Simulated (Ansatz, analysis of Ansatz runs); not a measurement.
# Charge-transition level of the As-vacancy pair (E centre) in Si (PBE)

Subject: As-vacancy pair (E centre) in Si. Wanted: its charge-transition level, in one set-up (PBE, 64-site cell, PBE lattice, 300 eV, k: the single point 1/4 1/4 1/4 then 2x2x2 shifted 0.5 0.5 0.5). The model is a cell of 64 host atoms with 1 site emptied and As put on another atom's site. The level is the Fermi energy at which two charge states have equal formation energy, after a correction for the images of the charge. This set-up takes another basis size than the usual one.

**The experiment.** (0/-1) level below the conduction-band bottom: 0.47 eV, by DLTS (quoted in “E Center in Silicon Has a Donor Level in the Band Gap”, 2006, A. Nylandsted Larsen et al., quoting earlier work (2002)). The runs below try to reproduce this.

Method: plane-wave PAW DFT, PBE; relaxation of all atoms of a defect supercell, in Ansatz 0.2.0.

## (1) The structure

The cell holds 63 atoms: 62 Si and 1 As. Cell: a = 10.943 Å, b = 10.943 Å, c = 10.943 Å, α = 90.0°, β = 90.0°, γ = 90.0°. It derives from Si (space group Fd-3m). Nearest the centre at fractional (0.375, 0.375, 0.375): As4 at 2.37 Å, Si26 at 2.37 Å, Si41 at 2.37 Å, Si48 at 2.37 Å, Si5 at 3.87 Å, Si7 at 3.87 Å, Si6 at 3.87 Å, Si13 at 3.87 Å.

The host's primitive cell comes from a first run (plane-wave PAW DFT, PBE; relaxation of the host's cell and atoms): vectors of 3.869, 3.869 and 3.869 Å. That is 20.48 Å³ an atom, 2.3 % over the diffraction cell's volume. The supercell is built on it.

## (2) Relaxation, charge 0

Every later number rests on the structure around the defect, so the atoms are relaxed at the host's lattice first.

File relax0/input.yaml:

```yaml
relax:
  f_tol: 0.02
  max_steps: 80
  random_displacement: { amplitude: 0.12, seed: 110 }
crystal:
  lattice:
    - [10.94333757, 0.0, 0.0]
    - [0.0, 10.94333757, 0.0]
    - [0.0, 0.0, 10.94333757]
  atoms:
    - { symbol: Si, position: [0.0, 0.0, 0.25] }
    - { symbol: Si, position: [0.0, 0.25, 0.0] }
    - { symbol: Si, position: [0.25, 0.0, 0.0] }
    - { symbol: As, position: [0.25, 0.25, 0.25] }
    - { symbol: Si, position: [0.125, 0.125, 0.375] }
    - { symbol: Si, position: [0.125, 0.375, 0.125] }
    - { symbol: Si, position: [0.375, 0.125, 0.125] }
    - { symbol: Si, position: [0.0, 0.0, 0.75] }
    - { symbol: Si, position: [0.0, 0.25, 0.5] }
    - { symbol: Si, position: [0.25, 0.0, 0.5] }
    - { symbol: Si, position: [0.25, 0.25, 0.75] }
    - { symbol: Si, position: [0.125, 0.125, 0.875] }
    - { symbol: Si, position: [0.125, 0.375, 0.625] }
    - { symbol: Si, position: [0.375, 0.125, 0.625] }
    - { symbol: Si, position: [0.375, 0.375, 0.875] }
    - { symbol: Si, position: [0.0, 0.5, 0.25] }
    - { symbol: Si, position: [0.0, 0.75, 0.0] }
    - { symbol: Si, position: [0.25, 0.5, 0.0] }
    - { symbol: Si, position: [0.25, 0.75, 0.25] }
    - { symbol: Si, position: [0.125, 0.625, 0.375] }
    - { symbol: Si, position: [0.125, 0.875, 0.125] }
    - { symbol: Si, position: [0.375, 0.625, 0.125] }
    - { symbol: Si, position: [0.375, 0.875, 0.375] }
    - { symbol: Si, position: [0.0, 0.5, 0.75] }
    - { symbol: Si, position: [0.0, 0.75, 0.5] }
    - { symbol: Si, position: [0.25, 0.5, 0.5] }
    - { symbol: Si, position: [0.25, 0.75, 0.75] }
    - { symbol: Si, position: [0.125, 0.625, 0.875] }
    - { symbol: Si, position: [0.125, 0.875, 0.625] }
    - { symbol: Si, position: [0.375, 0.625, 0.625] }
    - { symbol: Si, position: [0.375, 0.875, 0.875] }
    - { symbol: Si, position: [0.5, 0.0, 0.25] }
    - { symbol: Si, position: [0.5, 0.25, 0.0] }
    - { symbol: Si, position: [0.75, 0.0, 0.0] }
    - { symbol: Si, position: [0.75, 0.25, 0.25] }
    - { symbol: Si, position: [0.625, 0.125, 0.375] }
    - { symbol: Si, position: [0.625, 0.375, 0.125] }
    - { symbol: Si, position: [0.875, 0.125, 0.125] }
    - { symbol: Si, position: [0.875, 0.375, 0.375] }
    - { symbol: Si, position: [0.5, 0.0, 0.75] }
    - { symbol: Si, position: [0.5, 0.25, 0.5] }
    - { symbol: Si, position: [0.75, 0.0, 0.5] }
    - { symbol: Si, position: [0.75, 0.25, 0.75] }
    - { symbol: Si, position: [0.625, 0.125, 0.875] }
    - { symbol: Si, position: [0.625, 0.375, 0.625] }
    - { symbol: Si, position: [0.875, 0.125, 0.625] }
    - { symbol: Si, position: [0.875, 0.375, 0.875] }
    - { symbol: Si, position: [0.5, 0.5, 0.25] }
    - { symbol: Si, position: [0.5, 0.75, 0.0] }
    - { symbol: Si, position: [0.75, 0.5, 0.0] }
    - { symbol: Si, position: [0.75, 0.75, 0.25] }
    - { symbol: Si, position: [0.625, 0.625, 0.375] }
    - { symbol: Si, position: [0.625, 0.875, 0.125] }
    - { symbol: Si, position: [0.875, 0.625, 0.125] }
    - { symbol: Si, position: [0.875, 0.875, 0.375] }
    - { symbol: Si, position: [0.5, 0.5, 0.75] }
    - { symbol: Si, position: [0.5, 0.75, 0.5] }
    - { symbol: Si, position: [0.75, 0.5, 0.5] }
    - { symbol: Si, position: [0.75, 0.75, 0.75] }
    - { symbol: Si, position: [0.625, 0.625, 0.875] }
    - { symbol: Si, position: [0.625, 0.875, 0.625] }
    - { symbol: Si, position: [0.875, 0.625, 0.625] }
    - { symbol: Si, position: [0.875, 0.875, 0.875] }
  host:
    repeats: [2, 2, 2]
    atoms:
      - { symbol: Si, position: [0.0, 0.0, 0.5] }
      - { symbol: Si, position: [0.0, 0.5, 0.0] }
      # ... 6 more atoms of the perfect host
basis:
  ecutwfc: 300
  xc_grid: 2
hamiltonian:
  xc: pbe
kpoints:
  mp_grid: { grid: [1, 1, 1], shift: [0.25, 0.25, 0.25] }
magnetization:
  spin_polarized: true
  initial_magnetization: 1
  spin_locking: { lock_magnetization: hard }
scf:
  occupations: { method: fermi_dirac, width: 0.01 }
  max_iter: 120
output:
  forces: true
  charged_corrections:
    epsilon: 12.99
    static_epsilon: 12.99
    defect_position: [0.3125, 0.3125, 0.3125]
checkpoint:
  write: "../relax0.run"
  compress: false
  write_wavefunctions: true
  write_every: 100000
```

Command:

```bash
ansatz run input.yaml --threads 2 --pin off --max-ram 4710MiB --backend cpu --events-out ev --progress --plain --runs-dir out
```

Numbers of over 12 decimals in the logs are rounded to 6 here.

Log:

```text
[... repeated set-up lines and file paths are left out, and long positions are rounded to six places ...]
Warning: basis.ecutwfc = 300 eV is below the records' recommended 420 eV, and the density's cutoff is lower with it unless basis.ecutrho_ratio is high enough to keep the records' density cutoff: compare with a run at a higher cutoff
Engine: ansatz 0.2.0, aarch64-unknown-linux-gnu
Pseudopotentials: kind: paw
Pseudopotential: Si, paw, valence charge 4, recommended cutoff 420 eV (normal), Si.paw.azcp
Pseudopotential: As, paw, valence charge 15, recommended cutoff 420 eV (normal), As.paw.azcp
Functional definition: PBE
  parameter kappa = 0.804
  parameter beta = 0.066725
  exchange = pbe_x(kappa = kappa, mu = beta*pi^2/3)
  correlation = pbe_c(beta = beta)
Crystal: 63 atoms, lattice volume = 1310.537 Å³
Basis set: ecut = 300 eV, 15515 PW (Γ), exchange–correlation on 128×128×128 points (8 copies of the dense FFT grid, shifted against one another)
Bands: 195, of which v1, the nominal top of the filled ones, is band 132 counted from 1 (131 counted from 0)
Symmetry: 1 space group operations
k-points: 1
Non-local potential: Si, projectors of the file, l = 0: 2, l = 1: 2, l = 2: 2
Non-local potential: As, projectors of the file, l = 0: 2, l = 1: 2, l = 2: 3, l = 3: 1
PAW form: soft (Blöchl's): semilocal exchange-correlation on the pseudo side does not see the compensation charge
PAW one-centre angular grid: Si, 110 points (default); XC on 64 Gauss nodes
PAW one-centre angular grid: As, 590 points (default); XC on 64 Gauss nodes
Initial density: superposition of atomic densities (chi_scale 0.1, normalization cell)
Starting moments: Σ|m| = 1 μB on 63 of 63 sites
Initial wavefunctions: pseudopotential atomic-orbital guess
Functional: x = pbe(κ = 0.804, μ = 0.219515), c = pbe(β = 0.066725)
SCF iter   1: F=—  HF=-44271.250518 eV  |F-HF|=—  |Δ(HF+E_count)|=         —  Δρ=2.23e-2 (↑2.22e-2 ↓2.23e-2)  dr2=2.47e1  dr2_m=1.57e-2  M=1.000 μB ∫|m|=1.000 μB  β_m=0.30  ethr=3.10e-3  ⟨swp⟩=6.0  Hψ=1790  notcnv=0  defer=54
preconditioner: auto → Resta (q_TF=auto, 2.088 Å⁻¹)  ε∞=5.3  [insulator: Δε(μ)=0.049 eV  Ē_g=7.842 eV  σ=0.010 eV  W_gap=0.84  n_scr=202 (ndim 8)  ℏωp=16.3 eV  f_vac=0.000  D(μ)=14.77/eV (n_scr^D=80)  ε∞_Penn≈5.3]
spin=Collinear: Resta preconditioning applied to the charge; magnetization (m = ρ↑ − ρ↓) channel mixes plain (no charge-response kernel on spin).
SCF iter   2: F=—  HF=-44268.775049 eV  |F-HF|=—  |Δ(HF+E_count)|=    2.48e0  Δρ=1.66e-2 (↑1.66e-2 ↓1.66e-2)  dr2=1.36e1  dr2_m=1.20e-2  M=1.000 μB ∫|m|=1.004 μB  β_m=0.65  ethr=3.10e-3  ⟨swp⟩=1.0  Hψ=450  notcnv=0  defer=69
SCF iter   3: F=—  HF=-44266.211872 eV  |F-HF|=—  |Δ(HF+E_count)|=    2.56e0  Δρ=4.85e-3 (↑4.85e-3 ↓2.49e-3)  dr2=3.17e0  dr2_m=2.71e-2  M=1.000 μB ∫|m|=1.092 μB  β_m=0.55  ethr=3.10e-3  ⟨swp⟩=3.0  Hψ=497  notcnv=0  defer=69
SCF iter   4: F=—  HF=-44265.859111 eV  |F-HF|=—  |Δ(HF+E_count)|=   3.53e-1  Δρ=1.39e-3 (↑1.39e-3 ↓1.12e-3)  dr2=1.34e-1  dr2_m=1.54e-3  M=1.000 μB ∫|m|=1.094 μB  β_m=0.70  ethr=1.21e-3  ⟨swp⟩=2.5  Hψ=456  notcnv=0  defer=114
SCF iter   5: F=—  HF=-44265.916671 eV  |F-HF|=—  |Δ(HF+E_count)|=   5.76e-2  Δρ=1.62e-3 (↑1.62e-3 ↓6.40e-4)  dr2=2.33e-1  dr2_m=4.61e-3  M=1.000 μB ∫|m|=1.124 μB  β_m=0.70  ethr=5.10e-5  ⟨swp⟩=3.0  Hψ=431  notcnv=0  defer=114
SCF iter   6: F=—  HF=-44265.920227 eV  |F-HF|=—  |Δ(HF+E_count)|=   3.56e-3  Δρ=7.93e-4 (↑7.93e-4 ↓2.91e-4)  dr2=4.27e-2  dr2_m=1.53e-3  M=1.000 μB ∫|m|=1.119 μB  β_m=0.73  ethr=5.10e-5  ⟨swp⟩=3.0  Hψ=423  notcnv=0  defer=114
SCF iter   7: F=—  HF=-44265.925788 eV  |F-HF|=—  |Δ(HF+E_count)|=   5.56e-3  Δρ=2.71e-4 (↑2.71e-4 ↓1.20e-4)  dr2=3.07e-3  dr2_m=2.96e-4  M=1.000 μB ∫|m|=1.117 μB  β_m=0.85  ethr=1.62e-5  ⟨swp⟩=3.0  Hψ=482  notcnv=0  defer=114
SCF iter   8: F=—  HF=-44265.927751 eV  |F-HF|=—  |Δ(HF+E_count)|=   1.96e-3  Δρ=1.68e-4 (↑1.68e-4 ↓6.09e-5)  dr2=7.32e-4  dr2_m=1.45e-4  M=1.000 μB ∫|m|=1.123 μB  β_m=0.92  ethr=1.17e-6  ⟨swp⟩=2.5  Hψ=591  notcnv=0  defer=114
SCF iter   9: F=—  HF=-44265.928297 eV  |F-HF|=—  |Δ(HF+E_count)|=   5.46e-4  Δρ=1.10e-4 (↑1.10e-4 ↓3.68e-5)  dr2=3.32e-4  dr2_m=6.10e-5  M=1.000 μB ∫|m|=1.127 μB  β_m=0.96  ethr=2.78e-7  ⟨swp⟩=2.5  Hψ=516  notcnv=0  defer=114
SCF iter  10: F=—  HF=-44265.928575 eV  |F-HF|=—  |Δ(HF+E_count)|=   2.78e-4  Δρ=4.77e-5 (↑4.77e-5 ↓1.71e-5)  dr2=8.82e-5  dr2_m=1.08e-5  M=1.000 μB ∫|m|=1.132 μB  β_m=0.98  ethr=1.26e-7  ⟨swp⟩=2.5  Hψ=540  notcnv=0  defer=114
SCF iter  11: F=—  HF=-44265.928633 eV  |F-HF|=—  |Δ(HF+E_count)|=   5.80e-5  Δρ=3.38e-5 (↑3.38e-5 ↓8.23e-6)  dr2=5.03e-5  dr2_m=4.53e-6  M=1.000 μB ∫|m|=1.136 μB  β_m=0.99  ethr=3.35e-8  ⟨swp⟩=3.0  Hψ=646  notcnv=0  defer=114
SCF iter  12: F=—  HF=-44265.928639 eV  |F-HF|=—  |Δ(HF+E_count)|=   5.89e-6  Δρ=3.37e-5 (↑3.37e-5 ↓5.72e-6)  dr2=4.55e-5  dr2_m=4.56e-6  M=1.000 μB ∫|m|=1.136 μB  β_m=1.00  ethr=1.91e-8  ⟨swp⟩=2.0  Hψ=539  notcnv=0  defer=114
SCF iter  13: F=—  HF=-44265.928662 eV  |F-HF|=—  |Δ(HF+E_count)|=   2.31e-5  Δρ=3.48e-5 (↑3.48e-5 ↓6.44e-6)  dr2=4.72e-5  dr2_m=4.93e-6  M=1.000 μB ∫|m|=1.138 μB  β_m=1.00  ethr=1.73e-8  ⟨swp⟩=3.5  Hψ=677  notcnv=0  defer=114
SCF iter  14: F=—  HF=-44265.928732 eV  |F-HF|=—  |Δ(HF+E_count)|=   6.98e-5  Δρ=2.03e-5 (↑2.03e-5 ↓1.19e-5)  dr2=1.54e-5  dr2_m=2.46e-6  M=1.000 μB ∫|m|=1.145 μB  β_m=0.35  ethr=1.73e-8  ⟨swp⟩=3.5  Hψ=645  notcnv=0  defer=114
SCF iter  15: F=—  HF=-44265.928793 eV  |F-HF|=—  |Δ(HF+E_count)|=   6.16e-5  Δρ=2.37e-5 (↑2.37e-5 ↓1.03e-5)  dr2=1.18e-5  dr2_m=3.13e-6  M=1.000 μB ∫|m|=1.153 μB  β_m=0.26  ethr=3.80e-9  ⟨swp⟩=5.0  Hψ=1168  notcnv=0
SCF iter  16: F=—  HF=-44265.928864 eV  |F-HF|=—  |Δ(HF+E_count)|=   7.02e-5  Δρ=1.94e-5 (↑1.94e-5 ↓1.09e-5)  dr2=5.97e-6  dr2_m=2.40e-6  M=1.000 μB ∫|m|=1.166 μB  β_m=0.57  ethr=3.80e-9  ⟨swp⟩=5.5  Hψ=1170  notcnv=0
SCF iter  17: F=—  HF=-44265.928970 eV  |F-HF|=—  |Δ(HF+E_count)|=   1.06e-4  Δρ=1.32e-5 (↑1.32e-5 ↓9.85e-6)  dr2=2.36e-5  dr2_m=1.94e-7  M=1.000 μB ∫|m|=1.217 μB  β_m=0.33  ethr=2.27e-9  ⟨swp⟩=6.5  Hψ=1366  notcnv=0  recentre
SCF iter  18: F=—  HF=-44265.928929 eV  |F-HF|=—  |Δ(HF+E_count)|=   4.05e-5  Δρ=1.67e-5 (↑1.67e-5 ↓7.04e-6)  dr2=5.35e-6  dr2_m=1.58e-6  M=1.000 μB ∫|m|=1.188 μB  β_m=0.63  ethr=2.27e-9  ⟨swp⟩=2.0  Hψ=1336  notcnv=0
SCF iter  19: F=—  HF=-44265.928972 eV  |F-HF|=—  |Δ(HF+E_count)|=   4.26e-5  Δρ=6.77e-6 (↑6.77e-6 ↓3.08e-6)  dr2=4.22e-6  dr2_m=9.21e-8  M=1.000 μB ∫|m|=1.232 μB  β_m=0.63  ethr=2.03e-9  ⟨swp⟩=6.0  Hψ=1262  notcnv=0
[...]
relax step  12: F+E_penalty+E_count = -44272.54001461 eV  Δ(F+E_penalty+E_count) = +1.127e-1 eV  max|allowed force component| = 4.278e-1 eV/Å  Δτ_max = 0.1963 Å  (10 SCF iters, dr2 threshold 7.53e-7 eV, rejected (line search))
relax step  13: F+E_penalty+E_count = -44272.64859800 eV  Δ(F+E_penalty+E_count) = +4.156e-3 eV  max|allowed force component| = 8.902e-2 eV/Å  Δτ_max = 0.0714 Å  (11 SCF iters, rejected (line search))
relax step  14: F+E_penalty+E_count = -44272.65478496 eV  Δ(F+E_penalty+E_count) = -2.031e-3 eV  max|allowed force component| = 2.439e-2 eV/Å  Δτ_max = 0.0350 Å  (10 SCF iters, accepted)
relax step  15: F+E_penalty+E_count = -44272.65544438 eV  Δ(F+E_penalty+E_count) = -6.594e-4 eV  max|allowed force component| = 1.788e-2 eV/Å  Δτ_max = 0.0246 Å  (9 SCF iters, dr2 threshold 4.70e-7 eV, accepted)
relax step  16: F+E_penalty+E_count = -44272.65544438 eV  Δ(F+E_penalty+E_count) = -3.754e-9 eV  max|allowed force component| = 1.787e-2 eV/Å  Δτ_max = 0.0000 Å  (3 SCF iters, accepted)
SCF iter   1: F=—  HF=-44272.655437 eV  |F-HF|=—  |Δ(HF+E_count)|=         —  Δρ=1.41e-4 (↑1.41e-4 ↓1.02e-4)  dr2=8.91e-4  dr2_m=3.27e-5  M=1.000 μB ∫|m|=1.147 μB  β_m=0.30  ethr=5.01e-6  ⟨swp⟩=5.0  Hψ=1054  notcnv=0  defer=114
SCF iter   2: F=—  HF=-44272.655394 eV  |F-HF|=—  |Δ(HF+E_count)|=   4.31e-5  Δρ=9.36e-5 (↑9.36e-5 ↓7.58e-5)  dr2=2.84e-4  dr2_m=1.62e-5  M=1.000 μB ∫|m|=1.147 μB  β_m=0.53  ethr=3.39e-7  ⟨swp⟩=1.0  Hψ=450  notcnv=0  defer=114
SCF iter   3: F=—  HF=-44272.655369 eV  |F-HF|=—  |Δ(HF+E_count)|=   2.48e-5  Δρ=4.21e-5 (↑4.21e-5 ↓2.61e-5)  dr2=4.40e-5  dr2_m=6.01e-6  M=1.000 μB ∫|m|=1.147 μB  β_m=0.61  ethr=1.08e-7  ⟨swp⟩=2.0  Hψ=406  notcnv=0  defer=114
SCF iter   4: F=—  HF=-44272.655709 eV  |F-HF|=—  |Δ(HF+E_count)|=   3.40e-4  Δρ=1.73e-5 (↑1.73e-5 ↓1.04e-5)  dr2=2.65e-6  dr2_m=2.10e-6  M=1.000 μB ∫|m|=1.146 μB  β_m=0.80  ethr=1.67e-8  ⟨swp⟩=2.0  Hψ=488  notcnv=0  defer=114
SCF iter   5: F=—  HF=-44272.655719 eV  |F-HF|=—  |Δ(HF+E_count)|=   9.32e-6  Δρ=1.30e-5 (↑1.30e-5 ↓6.07e-6)  dr2=2.77e-6  dr2_m=1.05e-6  M=1.000 μB ∫|m|=1.146 μB  β_m=0.90  ethr=1.01e-9  ⟨swp⟩=3.0  Hψ=567  notcnv=0  defer=114
SCF iter   6: F=—  HF=-44272.655725 eV  |F-HF|=—  |Δ(HF+E_count)|=   6.25e-6  Δρ=4.69e-6 (↑4.69e-6 ↓2.31e-6)  dr2=4.64e-7  dr2_m=1.35e-7  M=1.000 μB ∫|m|=1.146 μB  β_m=0.95  ethr=1.01e-9  ⟨swp⟩=3.0  Hψ=637  notcnv=0  defer=114
iter 7 did not close the SCF: its close was put off for a magnetic moment that had not settled (scf_convergence_deferred on its scf_iter line)
SCF iter   7: F=-44272.655726 eV  HF=-44272.655726 eV  |F-HF|=9.45e-9  |Δ(HF+E_count)|=   8.58e-7  Δρ=1.02e-6 (↑1.02e-6 ↓6.14e-7)  dr2=3.69e-8  dr2_m=5.88e-9  M=1.000 μB ∫|m|=1.146 μB  β_m=0.98  ethr=3.80e-11  ⟨swp⟩=3.0  Hψ=1455  notcnv=0
iter 8 did not close the SCF: its close was put off for a magnetic moment that had not settled (scf_convergence_deferred on its scf_iter line)
SCF iter   8: F=-44272.655726 eV  HF=-44272.655726 eV  |F-HF|=1.35e-9  |Δ(HF+E_count)|=   3.61e-8  Δρ=2.35e-7 (↑2.35e-7 ↓1.87e-7)  dr2=3.71e-9  dr2_m=3.12e-10  M=1.000 μB ∫|m|=1.146 μB  β_m=0.99  ethr=1.40e-11  ⟨swp⟩=2.0  Hψ=1041  notcnv=0
SCF iter   9: F=-44272.655726 eV  HF=-44272.655726 eV  |F-HF|=7.79e-10  |Δ(HF+E_count)|=   2.20e-9  Δρ=7.68e-8 (↑7.68e-8 ↓5.78e-8)  dr2=9.99e-10  dr2_m=2.24e-11  M=1.000 μB ∫|m|=1.146 μB  ethr=1.41e-12  ⟨swp⟩=1.0  Hψ=930  notcnv=0
SCF 17 converged in 9 iterations: F = -44272.655726 eV  dr2 = 9.99e-10
relax step  17: F+E_penalty+E_count = -44272.65572585 eV  Δ(F+E_penalty+E_count) = -2.815e-4 eV  max|allowed force component| = 7.194e-3 eV/Å  Δτ_max = 0.0099 Å  (9 SCF iters, accepted)
NSCF: frozen V_eff on 1 k-points
the band table was solved once a step of the walk had ended and its energy, with any forces and stress, was formed, with the checks that follow a solve (1958 applications of the Hamiltonian). They found nothing against the state; [...]
SCF converged after 9 iterations
Stability checked in part: among states of this total moment the steps that led to this state did not find it unstable. No probe was made; neither looks for a lower state of another moment (fixed_total_moment; see scf.lower_state_search)
Magnetization: 1.0000 μB (132.0000 up, 131.0000 down)
Absolute magnetization: 1.1493 μB (∫|ρ↑−ρ↓|, with the PAW one-centre terms)
Spin contamination: 0.0047 ħ² per cell (⟨S²⟩ above its minimum at these occupations)
Per-site moments (μB) at R_I (Å): [(0.00142475, 0.975411), (-0.000117343, 0.975065), (-0.000146028, 0.975120), [... 60 left out ...]
Free energy (F): -44272.655726 eV
Harris-Foulkes:  -44272.655726 eV  (|F-HF|=7.79e-10)
Internal energy: -44272.655710 eV  (E = F + TS)
E sigma→0 (E₀):  -44272.655718 eV
Entropy (-TS):   -0.000015 eV (-0.000 meV/atom)
Fermi energy:    6.300492 (↑ 6.300504, ↓ 5.979718) eV
--- Per-component energies (eV) ---
  E_band       = -59.132529
  E_kinetic    = 2569.216154
  E_local      = -4555.407229  (includes V_loc(G=0)·N_el)
  E_nonlocal   = 934.632973
  E_hartree    = 1936.165618
  E_xc         = -3486.609463
  E_vxc        = -2958.140258  (∫ρ·V_xc dr)
  E_paw        = -33625.836660  (= ΣΔE_a)
  E_vpaw       = 78.233662  (= ΣTr[D̂ρ^β])
  E_aug_tail   = 0.001380  (compensation charges beyond the density's cutoff)
  E_ewald      = -8044.818484
  E_smearing   = -0.000015  (= −TS)
  E_closure    = 0.000000  (closes the sum)
  Σ components = -44272.655726   (vs F -44272.655726, Δ=0.00e0)
--- Forces (eV/Å), atoms counted from 1 ---
  atom   1  Si     0.00235872    -0.00119981    -0.00138727
  atom   2  Si     0.00184945    -0.00058869     0.00136119
  [... 1 atom left out ...]
  atom   4  As    -0.00532125     0.00281855     0.00399269
  atom   5  Si     0.00256045     0.00355351    -0.00233944
  atom   6  Si     0.00174779    -0.00076551     0.00379093
  atom   7  Si     0.00452778    -0.00062585    -0.00083841
  [... 5 atoms left out ...]
  atom  13  Si     0.00151697    -0.00043629    -0.00218329
  [... 2 atoms left out ...]
  atom  16  Si    -0.00187707     0.00004087    -0.00260697
  [... 5 atoms left out ...]
  atom  22  Si     0.00119075    -0.00434035     0.00320067
  [... 3 atoms left out ...]
  atom  26  Si    -0.00715332     0.00054514     0.00118637
  [... 14 atoms left out ...]
  atom  41  Si     0.00452494    -0.00355710    -0.00126860
  [... 6 atoms left out ...]
  atom  48  Si     0.00719486     0.00248911    -0.00654778
  [... 15 atoms left out ...]
  max |Σ_I F_I| component: 2.44e-5 eV/Å
--- Band table (eV) ---
  k-point 0 ↑: bands = ["-29.4568", "-29.4561", "-29.4358", "-29.4356", [... 187 left out ...] "9.8119", "10.0116", "10.0400", "10.0553"]
  k-point 0 ↓: bands = ["-29.4570", "-29.4562", "-29.4362", "-29.4356", [... 187 left out ...] "9.8293", "10.0194", "10.0588", "10.0633"]
--- Relaxed structure (17 steps of the walk, 15 accepted, 0 SCFs on fresh bases) ---
  F+E_penalty+E_count = -44272.65572585 eV   max|allowed force component| = 7.194e-3 eV/Å
  atoms:
    - { symbol: Si, position: [0.001027, -7.97284583468199e-5, 0.249223] }
    - { symbol: Si, position: [5.1403143119814525e-5, 0.248224, 0.000775] }
    [... 1 atom left out ...]
    - { symbol: As, position: [0.267883, 0.266515, 0.265629] }
    - { symbol: Si, position: [0.127611, 0.126283, 0.370464] }
    - { symbol: Si, position: [0.127482, 0.370372, 0.125853] }
    - { symbol: Si, position: [0.371648, 0.126194, 0.125903] }
    [... 5 atoms left out ...]
    - { symbol: Si, position: [0.129218, 0.372663, 0.623348] }
    [... 2 atoms left out ...]
    - { symbol: Si, position: [0.003013, 0.497132, 0.250102] }
    [... 5 atoms left out ...]
    - { symbol: Si, position: [0.377146, 0.622916, 0.125854] }
    [... 3 atoms left out ...]
    - { symbol: Si, position: [0.265267, 0.488082, 0.499752] }
    [... 14 atoms left out ...]
    - { symbol: Si, position: [0.489113, 0.263816, 0.499876] }
    [... 6 atoms left out ...]
    - { symbol: Si, position: [0.496542, 0.495639, 0.254648] }
    [... 15 atoms left out ...]
```

Elapsed: 7.7 min, on 2 threads of Arm Neoverse V2, shared host; peak memory 1.8 GiB.

(Part 1 of 2 ends here.)

[Logs are printed without paths, hosts, clocks, repeated set-up lines and the standing remarks that a program may print on its own settings, such as how far it seeks lower states.]

[Hosts, paths, dates, database ids (printed as entryN), source tags and the programs' standing remarks are cut or masked in the printed files.]

[For some hosts the program warned that the k-mesh of the response run may be too coarse for force constants and the static dielectric constant; such warnings are not shown here.]
